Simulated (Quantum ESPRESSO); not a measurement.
# CoSi: parallel and opposed starts, part 2 of 2

Wanted: the moments of CoSi and the energy of each order that was tried.

Quantum ESPRESSO 7.5; PBE; plane waves with GBRV 1.5 PBE potentials, no spin-orbit coupling.

So far: Set-up; Start 1: ferro ++++; Run 2 (antiferro ++−−).

The database entry behind the starting cell differs from later determinations by our own check (0.1 to 0.3 % short, probably kX units), so it need not match the best structure at ambient conditions.

## (4) Run 3, typed as ferri +++−

pw.in reads:

```
&CONTROL
  calculation = 'scf'
  prefix = 'pwscf'
  outdir = './tmp'
  pseudo_dir = './pseudo'
  disk_io = 'nowf'
/
&SYSTEM
  ibrav = 0
  celldm(1) = 8
  nat = 8
  ntyp = 3
  ecutwfc = 40
  ecutrho = 280
  nbnd = 57
  occupations = 'smearing'
  smearing = 'fd'
  degauss = 0.00367493
  nspin = 2
  starting_magnetization(1) = 0.1176
  starting_magnetization(2) = -0.1176
  starting_magnetization(3) = 0
/
&ELECTRONS
  conv_thr = 1.6d-08
  electron_maxstep = 150
  mixing_beta = 0.3
/
ATOMIC_SPECIES
Co1    58.9332 co_pbe_v1.2.uspp.F.UPF
Co2    58.9332 co_pbe_v1.2.uspp.F.UPF
Si     28.0850 si_pbe_v1.uspp.F.UPF
CELL_PARAMETERS alat
   1.0483255676361    0.0000000000000    0.0000000000000
   0.0000000000000    1.0483255676361    0.0000000000000
   0.0000000000000    0.0000000000000    1.0483255676361
ATOMIC_POSITIONS crystal
Co1     0.1400000000    0.1400000000    0.1400000000
Co1     0.3600000000    0.8600000000    0.6400000000
Co1     0.6400000000    0.3600000000    0.8600000000
Co2     0.8600000000    0.6400000000    0.3600000000
Si      0.8430000000    0.8430000000    0.8430000000
Si      0.6570000000    0.1570000000    0.3430000000
Si      0.3430000000    0.6570000000    0.1570000000
Si      0.1570000000    0.3430000000    0.6570000000
K_POINTS automatic
8 8 8 0 0 0
```

Run with:

```console
OMP_NUM_THREADS=1 mpirun -n 4 pw.x -nk 4 -in pw.in > pw.out
```

Output:

```text
     [... lines left out ...]
Program PWSCF v.7.5 starts
     [... lines left out ...]
     number of atoms/cell      =            8
     [... lines left out ...]
     number of electrons       =        84.00
     number of Kohn-Sham states=           57
     kinetic-energy cutoff     =      40.0000  Ry
     charge density cutoff     =     280.0000  Ry
     scf convergence threshold =      1.6E-08
     [... lines left out ...]
      3 Sym. Ops. (no inversion) found ( 2 have fractional translation)
     [... lines left out ...]
     number of k points=    90  Fermi-Dirac smearing, width (Ry)=  0.0037
     [... lines left out ...]
     iteration # 19     ecut=    40.00 Ry     beta= 0.30
     [... lines left out ...]
     Magnetic moment per site  (integrated on atomic sphere of radius R)
     atom   1 (R=0.222)  charge= 15.2923  magn= -0.0000
     atom   2 (R=0.222)  charge= 15.2923  magn= -0.0000
     atom   3 (R=0.222)  charge= 15.2923  magn= -0.0000
     atom   4 (R=0.222)  charge= 15.2924  magn=  0.0001
     atom   5 (R=0.222)  charge=  1.7036  magn=  0.0000
     atom   6 (R=0.222)  charge=  1.7036  magn=  0.0000
     atom   7 (R=0.222)  charge=  1.7036  magn=  0.0000
     atom   8 (R=0.222)  charge=  1.7036  magn=  0.0000
     [... lines left out ...]
     the Fermi energy is    16.5160 ev
!    total energy              =   -1232.68274289 Ry
     estimated scf accuracy    <          1.0E-08 Ry
     smearing contrib. (-TS)   =      -0.00105263 Ry
     [... lines left out ...]
     total magnetization       =    -0.00 Bohr mag/cell
     absolute magnetization    =     0.00 Bohr mag/cell
     convergence has been achieved in  19 iterations
```

Wall time 3.8 min (4 MPI ranks of Intel Xeon Platinum 8175M at 2.50GHz (Skylake/Cascade Lake), shared host); peak memory 0.88 GiB.

Spin moment in the atom's sphere by atom:

```tsv
atom	spin moment in the atom's sphere (μB)
Co1	0.0000
Co2	0.0000
Co3	0.0000
Co4	0.0001
Si5	0.0000
Si6	0.0000
Si7	0.0000
Si8	0.0000
```

Numbers from this step:

- smearing term TS: 0.01432 eV
- magnetization: 0 μB
- absolute magnetization: 0 μB
- final state: non-magnetic

## (5) Run 4 (no spin polarisation)

pw.in reads:

```
&CONTROL
  calculation = 'scf'
  prefix = 'pwscf'
  outdir = './tmp'
  pseudo_dir = './pseudo'
  disk_io = 'nowf'
/
&SYSTEM
  ibrav = 0
  celldm(1) = 8
  nat = 8
  ntyp = 2
  ecutwfc = 40
  ecutrho = 280
  nbnd = 55
  occupations = 'smearing'
  smearing = 'fd'
  degauss = 0.00367493
/
&ELECTRONS
  conv_thr = 1.6d-08
  electron_maxstep = 150
  mixing_beta = 0.3
/
ATOMIC_SPECIES
Co     58.9332 co_pbe_v1.2.uspp.F.UPF
Si     28.0850 si_pbe_v1.uspp.F.UPF
CELL_PARAMETERS alat
   1.0483255676361    0.0000000000000    0.0000000000000
   0.0000000000000    1.0483255676361    0.0000000000000
   0.0000000000000    0.0000000000000    1.0483255676361
ATOMIC_POSITIONS crystal
Co      0.1400000000    0.1400000000    0.1400000000
Co      0.3600000000    0.8600000000    0.6400000000
Co      0.6400000000    0.3600000000    0.8600000000
Co      0.8600000000    0.6400000000    0.3600000000
Si      0.8430000000    0.8430000000    0.8430000000
Si      0.6570000000    0.1570000000    0.3430000000
Si      0.3430000000    0.6570000000    0.1570000000
Si      0.1570000000    0.3430000000    0.6570000000
K_POINTS automatic
8 8 8 0 0 0
```

Output:

```text
     [... lines left out ...]
Program PWSCF v.7.5 starts
     [... lines left out ...]
     number of atoms/cell      =            8
     [... lines left out ...]
     number of electrons       =        84.00
     number of Kohn-Sham states=           55
     kinetic-energy cutoff     =      40.0000  Ry
     charge density cutoff     =     280.0000  Ry
     scf convergence threshold =      1.6E-08
     [... lines left out ...]
     12 Sym. Ops. (no inversion) found ( 9 have fractional translation)
     [... lines left out ...]
     number of k points=    45  Fermi-Dirac smearing, width (Ry)=  0.0037
     [... lines left out ...]
     iteration # 19     ecut=    40.00 Ry     beta= 0.30
     [... lines left out ...]
     the Fermi energy is    16.5159 ev
!    total energy              =   -1232.68275155 Ry
     estimated scf accuracy    <          7.5E-09 Ry
     smearing contrib. (-TS)   =      -0.00105264 Ry
     [... lines left out ...]
     convergence has been achieved in  19 iterations
```

Wall time 61 s (4 MPI ranks); peak memory 0.53 GiB; 4.1 min of CPU time.

This step gave:

```yaml
smearing_term_ts: 0.01432 eV
final_state: non-magnetic (no spin polarisation)
```

## (6) Ranking

An order is kept where moments of 0.15 μB or more survive with the typed signs; meshes match where a doubled cell samples the same k points as the first cell.

Orders:

```tsv
start	final state	typed order kept	energy over the lowest (meV a seeded atom)	largest site moment (μB)	net moment (μB a cell of the first run)	mesh matched	CPU time (s)
ferro ++++	non-magnetic	no	0.02944	0	0	yes	428.7
antiferro ++--	non-magnetic	no	0.02988	0	0	yes	1686
ferri +++-	non-magnetic	no	0.02946	0	0	yes	916.2
no spin polarisation	non-magnetic	-	0	0	0	yes	244.4
```

## (7) Results

```
lowest state found  : non-magnetic (from ferro ++++, antiferro ++--, ferri +++- and no spin polarisation)
largest site moment : 0 μB
```

What this shows: The lowest state carries no moment, and no start kept one. Only these 4 starts were compared; other wavevectors, canted and longer-period orders were not.

[Logs and program files are shortened in this print: banners, set-up blocks, solver, clock and traceback lines can be left out without a mark of their own.]

[Logs are printed without paths, hosts, clocks, repeated set-up lines and the standing remarks that a program may print on its own settings, such as how far it seeks lower states.]

[Hosts, paths, dates, database ids (printed as entryN), source tags and the programs' standing remarks are cut or masked in the printed files.]

[Where a cell is said to come from a database of computed structures, the database is the Materials Project.]
